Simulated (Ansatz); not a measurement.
**(AlAs)1(MgS)3 [001] superlattice, started as zinc blende: phonons and vibrational spectra**

Wanted: phonon frequencies of (AlAs)1(MgS)3 [001] superlattice, started as zinc blende and what follows from them.

Method: DFT PBEsol, scalar-relativistic, plane waves, PAW, in Ansatz 0.2.0.

Most raw output is cut from this account.

The structure was built from a prototype and need not be the compound's stable phase.

### 1. The starting structure

Symmetry: Pmm2, No. 25, orthorhombic system. The conventional cell has a = 3.981 Å, b = 3.981 Å, c = 11.260 Å, α = 90.00°, β = 90.00°, γ = 90.00°. Nearest to Al lie 2 As at 2.44 Å and 2 S at 2.44 Å. As has 2 Al at 2.44 Å and 2 Mg at 2.44 Å nearest. Nearest to Mg lie 2 As at 2.44 Å and 2 S at 2.44 Å. Nearest to Mg lie 4 S at 2.44 Å. Mg has 4 S at 2.44 Å nearest. Nearest to S lie 4 Mg at 2.44 Å. Farther neighbours and most contacts between anions are not listed.

Coordinates:

```cif
data_structure
_symmetry_space_group_name_H-M 'P 1'
_symmetry_Int_Tables_number 1
_cell_length_a 3.9810
_cell_length_b 3.9810
_cell_length_c 11.2600
_cell_angle_alpha 90.000
_cell_angle_beta 90.000
_cell_angle_gamma 90.000
_cell_volume 178.45
loop_
_atom_site_label
_atom_site_type_symbol
_atom_site_fract_x
_atom_site_fract_y
_atom_site_fract_z
_atom_site_occupancy
Al1 Al 0.00000 0.00000 0.00000 1
As2 As 0.50000 0.00000 0.12500 1
Mg3 Mg 0.50000 0.50000 0.25000 1
Mg4 Mg 0.00000 0.00000 0.50000 1
Mg5 Mg 0.50000 0.50000 0.75000 1
S6 S 0.00000 0.50000 0.37500 1
S7 S 0.50000 0.00000 0.62500 1
S8 S 0.00000 0.50000 0.87500 1
```

### 2. Coarse relaxation

The start is far from rest, so a relaxation with loose tolerances brings it close first.

The input, input.yaml:

```yaml
crystal:
  lattice:
    - [2.815, 2.815, 0.0]
    - [-2.815, 2.815, 0.0]
    - [0.0, 0.0, 11.26]
  atoms:
    - { symbol: Al, position: [0.0, 0.0, 0.0] }
    - { symbol: As, position: [0.5, 1.0, 0.125] }
    - { symbol: Mg, position: [0.5, 0.5, 0.25] }
    - { symbol: Mg, position: [0.0, 0.0, 0.5] }
    - { symbol: Mg, position: [0.5, 0.5, 0.75] }
    - { symbol: S, position: [0.0, 0.5, 0.375] }
    - { symbol: S, position: [0.5, 1.0, 0.625] }
    - { symbol: S, position: [0.0, 0.5, 0.875] }
kpoints:
  mp_grid: { grid: [6, 6, 2] }
hamiltonian:
  xc: pbesol
scf:
  occupations: { method: gaussian, width: 0.1 }
output:
  forces: true
  stress: true
  eigenvalues: true
relax:
  adjacent_minimum: "off"
  f_tol: 0.05
  max_steps: 80
  cell: { stress_tol: 0.5 }
```

The run is started by

```console
$ ansatz run input.yaml --threads 8 --pin off --max-ram 14336MiB --backend cpu --events-out ev --progress --plain --runs-dir out
```

It took 5.9 s on 8 threads of Intel Xeon 6975P-C (Granite Rapids), shared host; peak memory 0.78 GiB.

The steps of the relaxation:

```
step  energy less that of the first step (eV)  largest force component (eV/Å)  pressure (GPa)  volume (Å³)
   1                                   0.0000                          1.7325            1.11       178.45
   2                                  -0.1581                          0.1427            0.33       180.85
   3                                  -0.1633                          0.0216            0.04       181.70
  4*                                  -0.1635                          0.0216            0.04       181.70
```

Relaxation steps marked * repeat the geometry before them on a plane-wave basis chosen anew for their cell, so energy and pressure can jump there.

Forces are held to the 4 operations that the run works with; a distortion that breaks them can't arise in this run.

```
conventional cell, symmetrised  before   after  change
                         a (Å)   3.981   4.006  +0.6 %
                         b (Å)   3.981   4.017  +0.9 %
                         c (Å)  11.260  11.289  +0.3 %
              volume (Å³/atom)   22.31   22.71  +1.8 %
```

The atoms that moved most (Å, as changes of fractional coordinates times the final cell):

```
atom     dx     dy      dz  length
 As2  0.000  0.000  -0.151   0.151
  S6  0.000  0.000   0.063   0.063
  S7  0.000  0.000   0.049   0.049
  S8  0.000  0.000   0.021   0.021
 Al1  0.000  0.000  -0.021   0.021
 Mg3  0.000  0.000   0.020   0.020
 Mg4  0.000  0.000   0.018   0.018
```

Numbers from this step:

| Property | Result |
| --- | --- |
| pressure | 0.04170 GPa |
| volume per atom | 22.71 Å³ |
| gap on the k-mesh | 0.6566 eV |
| direct gap on mesh | 0.9896 eV |

In this step the volume went from 22.31 to 22.71 Å³/atom.

### 3. Relaxation

The cell and atoms are relaxed, since residual forces and stress would shift the frequencies.

The input, input.yaml:

```yaml
crystal:
  lattice:
    - [2.8328400898, 2.8328400898, 0.0]
    - [-2.8407031536, 2.8407031536, 0.0]
    - [0.0, 0.0, 11.2892967599]
  atoms:
    - { symbol: Al, position: [0.0, 0.0, -0.0018335085] }
    - { symbol: As, position: [0.5, 1.0, 0.1115869375] }
    - { symbol: Mg, position: [0.5, 0.5, 0.2517874287] }
    - { symbol: Mg, position: [0.0, 0.0, 0.501600636] }
    - { symbol: Mg, position: [0.5, 0.5, 0.7500458443] }
    - { symbol: S, position: [0.0, 0.5, 0.3806237609] }
    - { symbol: S, position: [0.5, 1.0, 0.6293004667] }
    - { symbol: S, position: [0.0, 0.5, 0.8768884344] }
kpoints:
  mp_grid: { grid: [6, 6, 2] }
hamiltonian:
  xc: pbesol
scf:
  occupations: { method: gaussian, width: 0.02 }
output:
  forces: true
  stress: true
  eigenvalues: true
relax:
  adjacent_minimum: "off"
  f_tol: 0.005
  max_steps: 80
  cell: { stress_tol: 0.05 }
```

The job ended after 5.6 s (8 threads; peak memory 0.82 GiB; 40 s of CPU time).

Step by step:

```csv
step,energy less that of the first step (eV),largest force component (eV/Å),pressure (GPa),volume (Å³)
1,0.0000,0.0216,0.04,181.70
2,-0.0002,0.0089,0.01,181.80
3,-0.0002,0.0017,0.00,181.86
4*,-0.0002,0.0017,0.00,181.86
```

Relaxation steps marked * repeat the geometry before them on a plane-wave basis chosen anew for their cell, so energy and pressure can jump there.

Forces are held to the 4 operations that the run works with; a distortion that breaks them can't arise in this run.

| conventional cell, symmetrised | before | after | change |
| --- | --- | --- | --- |
| a (Å) | 4.006 | 4.004 | -0.1 % |
| b (Å) | 4.017 | 4.014 | -0.1 % |
| c (Å) | 11.289 | 11.316 | +0.2 % |
| volume (Å³/atom) | 22.71 | 22.73 | +0.1 % |

The relaxed structure:

```cif
data_structure
_symmetry_space_group_name_H-M 'P 1'
_symmetry_Int_Tables_number 1
_cell_length_a 4.0039
_cell_length_b 4.0139
_cell_length_c 11.3162
_cell_angle_alpha 90.000
_cell_angle_beta 90.000
_cell_angle_gamma 90.000
_cell_volume 181.86
loop_
_atom_site_label
_atom_site_type_symbol
_atom_site_fract_x
_atom_site_fract_y
_atom_site_fract_z
_atom_site_occupancy
Al1 Al 0.00000 0.00000 0.99836 1
As2 As 0.50000 0.00000 0.11154 1
Mg3 Mg 0.50000 0.50000 0.25151 1
Mg4 Mg 0.00000 0.00000 0.50143 1
Mg5 Mg 0.50000 0.50000 0.74997 1
S6 S 0.00000 0.50000 0.38064 1
S7 S 0.50000 0.00000 0.62943 1
S8 S 0.00000 0.50000 0.87712 1
```

Numbers from this step:

```
pressure           : -0.003301 GPa
gap on the k-mesh  : 0.6555 eV
volume per atom    : 22.73 Å³
direct gap on mesh : 0.9945 eV
```

In this step the volume went from 22.71 to 22.73 Å³/atom.

### 4. Relaxing to small forces for the phonons

Phonons need a cell at rest on their own settings, so the relaxation is repeated with tight tolerances on forces and stress, using the mesh and the filling of the phonon run that follows.

The input, input.yaml:

```yaml
crystal:
  lattice:
    - [2.8311518545, 2.8311518545, 0.0]
    - [-2.8382449056, 2.8382449056, 0.0]
    - [0.0, 0.0, 11.3161720144]
  atoms:
    - { symbol: Al, position: [0.0, 0.0, -0.001642992] }
    - { symbol: As, position: [0.5, 1.0, 0.1115449349] }
    - { symbol: Mg, position: [0.5, 0.5, 0.2515068572] }
    - { symbol: Mg, position: [0.0, 0.0, 0.501430425] }
    - { symbol: Mg, position: [0.5, 0.5, 0.7499682075] }
    - { symbol: S, position: [0.0, 0.5, 0.3806368806] }
    - { symbol: S, position: [0.5, 1.0, 0.6294349293] }
    - { symbol: S, position: [0.0, 0.5, 0.8771207575] }
kpoints:
  mp_grid: { grid: [8, 8, 2] }
hamiltonian:
  xc: pbesol
scf:
  occupations: { method: fixed }
output:
  forces: true
  stress: true
  eigenvalues: true
relax:
  adjacent_minimum: "off"
  f_tol: 0.001
  max_steps: 60
  cell: { stress_tol: 0.01 }
```

It took 6.7 s on 8 threads; peak memory 0.88 GiB; 49 s of CPU time.

Little changed from the start: no atom moved by 0.005 Å and no cell edge by 0.1 %.

Numbers from this step:

```
pressure           : -0.001729 GPa
gap on the k-mesh  : 0.6530 eV
direct gap on mesh : 0.9936 eV
```

The largest force component left is 0.84 meV/Å and the pressure is -0.002 GPa, within the tolerances set. The cell now holds 22.73 Å³/atom.

### 5. Linear response at the zone centre

The zone centre is the only wavevector solved here; it holds the modes that light can see, as far as symmetry allows. The response to a homogeneous field gives the Born charges and the dielectric tensor, and its change with displacement the Raman tensors.

The input, input.yaml:

```yaml
crystal:
  lattice:
    - [2.8306764165, 2.8306764165, 0.0]
    - [-2.8374501255, 2.8374501255, 0.0]
    - [0.0, 0.0, 11.3204021917]
  atoms:
    - { symbol: Al, position: [0.0, 0.0, -0.0016705727] }
    - { symbol: As, position: [0.5, 1.0, 0.1115677489] }
    - { symbol: Mg, position: [0.5, 0.5, 0.2515342951] }
    - { symbol: Mg, position: [0.0, 0.0, 0.5014551078] }
    - { symbol: Mg, position: [0.5, 0.5, 0.7499603758] }
    - { symbol: S, position: [0.0, 0.5, 0.3806402969] }
    - { symbol: S, position: [0.5, 1.0, 0.6294204739] }
    - { symbol: S, position: [0.0, 0.5, 0.8770922743] }
kpoints:
  mp_grid: { grid: [8, 8, 2] }
hamiltonian:
  xc: pbesol
scf:
  occupations: { method: fixed }
output:
  eigenvalues: true
phonons:
  method: dfpt
  dielectric: true
  rigid_motions: translations
  raman: true
```

Elapsed: 3.1 min, on 8 threads; peak memory 3.1 GiB.

Numbers from this step:

```
sum-rule residual before enforcement                    : 9.93e-5 eV/Å²
miss of the charge sum rule                             : 0.03313 e
estimated error of the dielectric tensor                : 0.02324
estimated error of the Born charges                     : 0.02256 e
point group                                             : mm2
highest optical mode at the zone centre (no LO-TO term) : 403.4 cm⁻¹
lowest optical zone-centre mode                         : 70.73 cm⁻¹
mean high-frequency dielectric constant                 : 5.295
largest Born charge (third of the trace)                : 2.273 e
mean static dielectric constant                         : 8.426
top of the zone-centre spectrum with the field          : 424.2 cm⁻¹
```

Without the LO-TO term. Patterns of degenerate modes are one choice out of their space. The modes at Γ (shares of kinetic energy by element, %):

```csv
mode,frequency (cm⁻¹),symmetry,Al %,As %,Mg %,S %
1,0.0,acoustic,10,28,27,35
2,0.0,acoustic,10,28,27,35
3,0.0,acoustic,10,28,27,35
4,70.7,B1,12,31,26,31
5,74.3,B2,0,42,33,25
6,89.2,B2,41,4,14,41
7,95.3,B1,0,3,48,49
8,108.8,B2,9,2,41,48
9,114.8,B1,3,13,44,40
10,142.3,A1,6,40,23,30
11,175.5,A1,4,1,34,62
12,251.0,B2,39,0,2,59
13,261.1,A1,3,18,4,75
14,294.6,B2,0,24,74,1
15,301.8,B1,0,0,52,48
16,307.9,B1,0,0,53,47
17,321.8,A1,0,3,72,25
18,328.7,B1,1,1,50,49
19,347.7,B2,0,0,54,46
20,349.5,A1,17,0,66,16
21,351.5,B2,0,0,55,45
22,375.7,A1,11,7,55,27
23,390.6,B1,74,25,0,1
24,403.4,A1,48,3,20,29
```

Displacements in mode 4 (70.7 cm⁻¹), the largest set to 1:
```
Al1  0.92  0.92  0.00
As2  0.89  0.89  0.00
Mg3 -1.00 -1.00  0.00
Mg4 -0.99 -0.99  0.00
Mg5  0.25  0.25  0.00
S6  -0.98 -0.98  0.00
S7  -0.89 -0.89  0.00
S8   0.34  0.34  0.00
```

Displacements in mode 15 (301.8 cm⁻¹), the largest set to 1:
```
Al1 -0.01 -0.01  0.00
As2  0.00  0.00  0.00
Mg3  1.00  1.00  0.00
Mg4 -0.03 -0.03  0.00
Mg5 -0.05 -0.05  0.00
S6  -0.83 -0.83  0.00
S7   0.10  0.10  0.00
S8   0.03  0.03  0.00
```

Optical modes at the zone centre, without and with the macroscopic field of the longitudinal modes; each column is sorted by frequency, so a row need not hold one and the same mode. Modes with and without the field, by row:

| rank among optical modes | no field (cm⁻¹) | q along (1, 0, 0) (cm⁻¹) | q along (0, 0, 1) (cm⁻¹) |
| --- | --- | --- | --- |
| 1 | 70.7 | 70.8 | 70.7 |
| 2 | 74.3 | 74.3 | 74.3 |
| 3 | 89.2 | 89.8 | 89.2 |
| 4 | 95.3 | 95.4 | 95.3 |
| 5 | 108.8 | 109.2 | 108.8 |
| 6 | 114.8 | 114.9 | 114.8 |
| 7 | 142.3 | 142.3 | 142.3 |
| 8 | 175.5 | 175.5 | 175.5 |
| 9 | 251 | 261.1 | 251 |
| 10 | 261.1 | 262.1 | 261.1 |
| 11 | 294.6 | 295.5 | 294.6 |
| 12 | 301.8 | 303.6 | 301.8 |
| 13 | 307.9 | 314.9 | 307.9 |
| 14 | 321.8 | 321.8 | 328.7 |
| 15 | 328.7 | 334.1 | 339.8 |
| 16 | 347.7 | 348.2 | 347.7 |
| 17 | 349.5 | 349.5 | 351.5 |
| 18 | 351.5 | 370.2 | 374.4 |
| 19 | 375.7 | 375.7 | 390.6 |
| 20 | 390.6 | 403.4 | 400.8 |
| 21 | 403.4 | 424.2 | 414.2 |

Born charge (rows field, columns displacement) (e), principal values of the symmetric part by kind of site:

| atom | atoms with these values | low | middle | high | mean |
| --- | --- | --- | --- | --- | --- |
| Al1 | 1 | 1.41 | 2.62 | 2.78 | 2.27 |
| As2 | 1 | -2.44 | -1.66 | -1.51 | -1.87 |
| Mg3 | 1 | 1.67 | 1.78 | 1.93 | 1.79 |
| Mg4 | 1 | 1.88 | 1.90 | 2.24 | 2.01 |
| Mg5 | 1 | 1.86 | 1.87 | 2.24 | 1.99 |
| S6 | 1 | -2.22 | -2.01 | -1.95 | -2.06 |
| S7 | 1 | -2.27 | -1.95 | -1.92 | -2.05 |
| S8 | 1 | -2.57 | -1.88 | -1.83 | -2.09 |

In full for Mg3:

```
 1.72 -0.05  0.00
-0.05  1.72  0.00
 0.00  0.00  1.93
```

High-frequency dielectric tensor:

```
5.41 0.20 0.00
0.20 5.41 0.00
0.00 0.00 5.06
```

Static dielectric tensor (ions relaxed, fixed cell):

```
 8.75 -0.43  0.00
-0.43  8.75  0.00
 0.00  0.00  7.77
```

Transverse modes. Infrared lines, with heights relative to the strongest:

| position (cm⁻¹) | label | relative intensity |
| --- | --- | --- |
| 71 | B1 | 0.1 |
| 74 | B2 | 0.1 |
| 89 | B2 | 0.9 |
| 95 | B1 | 0.1 |
| 109 | B2 | 0.8 |
| 115 | B1 | 0.1 |
| 142 | A1 | 0.0 |
| 176 | A1 | 0.1 |
| 251 | B2 | 62 |
| 261 | A1 | 0.0 |
| 295 | B2 | 10 |
| 302 | B1 | 22 |
| 308 | B1 | 34 |
| 322 | A1 | 100 |
| 329 | B1 | 31 |
| 348 | B2 | 12 |
| 350 | A1 | 39 |
| 352 | B2 | 66 |
| 376 | A1 | 2.4 |
| 391 | B1 | 58 |
| 403 | A1 | 0.9 |

Activity x (w_L - w)^4 (n + 1)/w, 532 nm, 300 K; the tensors are static ones, while 532 nm light lies above the computed direct gap, where resonance would change the heights; modes without the macroscopic field alone. Raman lines, with heights relative to the strongest:

```
position (cm⁻¹)  label  relative intensity
             71     B1                 6.4
             74     B2                 3.4
             89     B2                 3.5
             95     B1                 0.2
            109     B2                 0.8
            115     B1                 1.0
            142     A1                 2.8
            176     A1                  20
            251     B2                 4.6
            261     A1                 6.7
            295     B2                 4.2
            302     B1                 1.6
            308     B1                 1.8
            322     A1                  10
            329     B1                 0.5
            348     B2                 1.5
            350     A1                 8.1
            352     B2                 4.2
            376     A1                 4.9
            391     B1                 1.5
            403     A1                 100
```

Static second-order susceptibility (pm/V), twice the coefficient d of second-harmonic generation. Second order susceptibility, by row:

| field along | xx | yy | zz | yz | xz | xy |
| --- | --- | --- | --- | --- | --- | --- |
| x | 0 | 0 | 0 | 10.52 | 13.68 | 0 |
| y | 0 | 0 | 0 | 13.68 | 10.52 | 0 |
| z | 13.68 | 13.68 | -5.74 | 0 | 0 | 10.52 |

Before it was imposed, the acoustic sum rule was missed by 9.9e-5 eV/Å² and the charge sum rule by 0.033 e. The charge miss is large and points to the mesh or the basis. The lowest optical mode is real, 70.7 cm⁻¹.

The log warns of the k mesh: “the force constants stand on the 8×8×2 k-mesh, whose period is 11.05 times the interband length at k = (0.0000, 0.0000, 0.0000), direct gap 1.098 eV, under 14: take them and everything formed from them as unconverged”.

### 6. Another isotope, element Mg, natural mass 24.305 amu

An isotope changes the mass and not the force constants, so no new electronic calculation is needed; the shifts show which modes move this element.

The same force constants with the mass of Mg changed from 24.305 to 25.983 u (phonopy, no LO-TO term). Both lists are sorted by frequency; levels can cross, so a row need not hold one and the same mode. Modes under 3 cm⁻¹ are left out. Isotope shifts, by row:

```
    q  rank  natural mass (cm⁻¹)  changed mass (cm⁻¹)
0 0 0     4                70.73                70.11
0 0 0     5                 74.3                73.47
0 0 0     6                89.21                88.76
0 0 0     7                95.31                93.78
0 0 0     8                108.8                107.3
0 0 0     9                114.8                113.1
0 0 0    10                142.3                141.2
0 0 0    11                175.5                173.4
0 0 0    12                  251                250.8
0 0 0    13                261.1                260.7
0 0 0    14                294.6                287.4
0 0 0    15                301.8                296.7
0 0 0    16                307.9                302.6
0 0 0    17                321.8                  314
0 0 0    18                328.7                323.4
0 0 0    19                347.7                341.6
0 0 0    20                349.5                  342
0 0 0    21                351.5                345.2
0 0 0    22                375.7                368.9
0 0 0    23                390.6                390.6
0 0 0    24                403.4                401.1
```

A mode of this element alone would shift by -3.28 %. The highest zone-centre frequency without the field goes from 403.4 to 401.1 cm⁻¹ (-0.6 %). The product of the frequency ratios over all optical modes at Γ is 0.761; the product rule, (m/m′)^(3k/2) (M′/M)^(3/2) with k = 3 such atoms and M the mass of the cell, gives 0.761.

### 7. Another isotope, element S, natural mass 32.06 amu

The same for S, from 32.06 to 33.97 u.

A mode of this element alone would shift by -2.85 %. The highest zone-centre frequency without the field goes from 403.4 to 400.2 cm⁻¹ (-0.8 %). The product of the frequency ratios over all optical modes at Γ is 0.795; the product rule, (m/m′)^(3k/2) (M′/M)^(3/2) with k = 3 such atoms and M the mass of the cell, gives 0.796.

### 8. Outcome

| Property | Result |
| --- | --- |
| space group after relaxation (within 0.01 Å) | Pmm2 |
| volume per atom | 22.7 Å³ |
| gap on the k-mesh | 0.653 eV |
| highest optical mode at the zone centre (no LO-TO term) | 403 cm⁻¹ |
| top of the zone-centre spectrum with the field | 424 cm⁻¹ |
| lowest optical zone-centre mode | 70.7 cm⁻¹ |
| mean high-frequency dielectric constant | 5.30 |
| mean static dielectric constant | 8.43 |
| largest Born charge (third of the trace) | 2.27 e |
| imaginary modes at Γ (the only wavevector solved) | none |

**Reading.** The structure is stable against zone-centre distortions, since no mode there is imaginary; runs at other wavevectors are not part of this account. Without the field, the optical modes at Γ span 71 to 403 cm⁻¹. The dispersion is not part of this account. The highest mode in this list at Γ, 403.4 cm⁻¹, has its largest share on Al (48 % of the kinetic energy). With the macroscopic field of the longitudinal modes the top of the zone-centre spectrum lies at 424 cm⁻¹, against 403 cm⁻¹ without it. Lattice motion raises the mean dielectric constant from 5.295 to 8.426. The strongest infrared line is at 322 cm⁻¹. Averaged over orientations, the strongest Raman line at 532 nm and 300 K is at 403 cm⁻¹, among the modes without the field; their longitudinal partners can be Raman active too. The tensors are the static, non-resonant ones, while 532 nm light (2.33 eV) lies above the computed gap. With the field response the log warns that the k mesh is coarse for the force constants too, so the frequencies may not be converged. The starting cell was built on a prototype and not taken from a measurement, so the phase need not exist. These are harmonic frequencies at zero temperature: anharmonic shifts, linewidths and thermal expansion are left out.

[Logs are printed without paths, hosts, clocks, repeated set-up lines and the standing remarks that a program may print on its own settings, such as how far it seeks lower states.]

[Hosts, paths, dates, database ids (printed as entryN), source tags and the programs' standing remarks are cut or masked in the printed files.]
